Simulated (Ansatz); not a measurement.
Rows from a G0W0 calculation on BiB3As2 (ordered alloy, started on the zincblende lattice) (P3m1) (Ansatz 0.2.0; G0W0 on PBE, plane waves, PAW; 6×6×2 mesh, 326 empty bands, screening to 130 eV), in eV. Spin-orbit coupling is left out.

```tsv
row	k	band	start	Σx	Σc at the solution	Vxc
A	(0.000, -0.500, 0.000)	v1	9.023	-15.757	1.481	-13.769
B	(0.000, -0.500, 0.000)	c2	11.867	-7.995	-3.974	-11.980
C	(0.000, -0.500, 0.000)	c1	11.776	-7.547	-4.093	-11.684
D	Γ	c1	11.932	-9.825	-4.175	-14.211
E	Γ	v1	11.295	-15.354	0.474	-14.535
F	Γ	c2	12.554	-10.255	-4.409	-14.933
```

**Question.** Work out each quasiparticle level and how far it moved.

The quasiparticle equation reads E = start + Σx + Σc(E) − Vxc.

```tsv
row	E (eV)	shift (eV)
A	8.516	−0.507
B	11.878	+0.011
C	11.820	+0.044
D	12.144	+0.212
E	10.950	−0.345
F	12.823	+0.269
```

Limits: not at the basis limit; model gap, bands may invert with spin-orbit coupling; no spin-orbit coupling; coarse k mesh.

[Paths, hosts, dates, memory and timing lines, banners, echoed tables and standing remarks are left out of the program output.]

[Logs are printed without paths, hosts, clocks, repeated set-up lines and the standing remarks that a program may print on its own settings, such as how far it seeks lower states.]

[Runs of the session that timed out or met a known fault of the program may be left out.]

[Cells called generated may have been cut or substituted from an entry of the Crystallography Open Database or the Materials Project.]

[Hosts, paths, dates, database ids (printed as entryN), source tags and the programs' standing remarks are cut or masked in the printed files.]
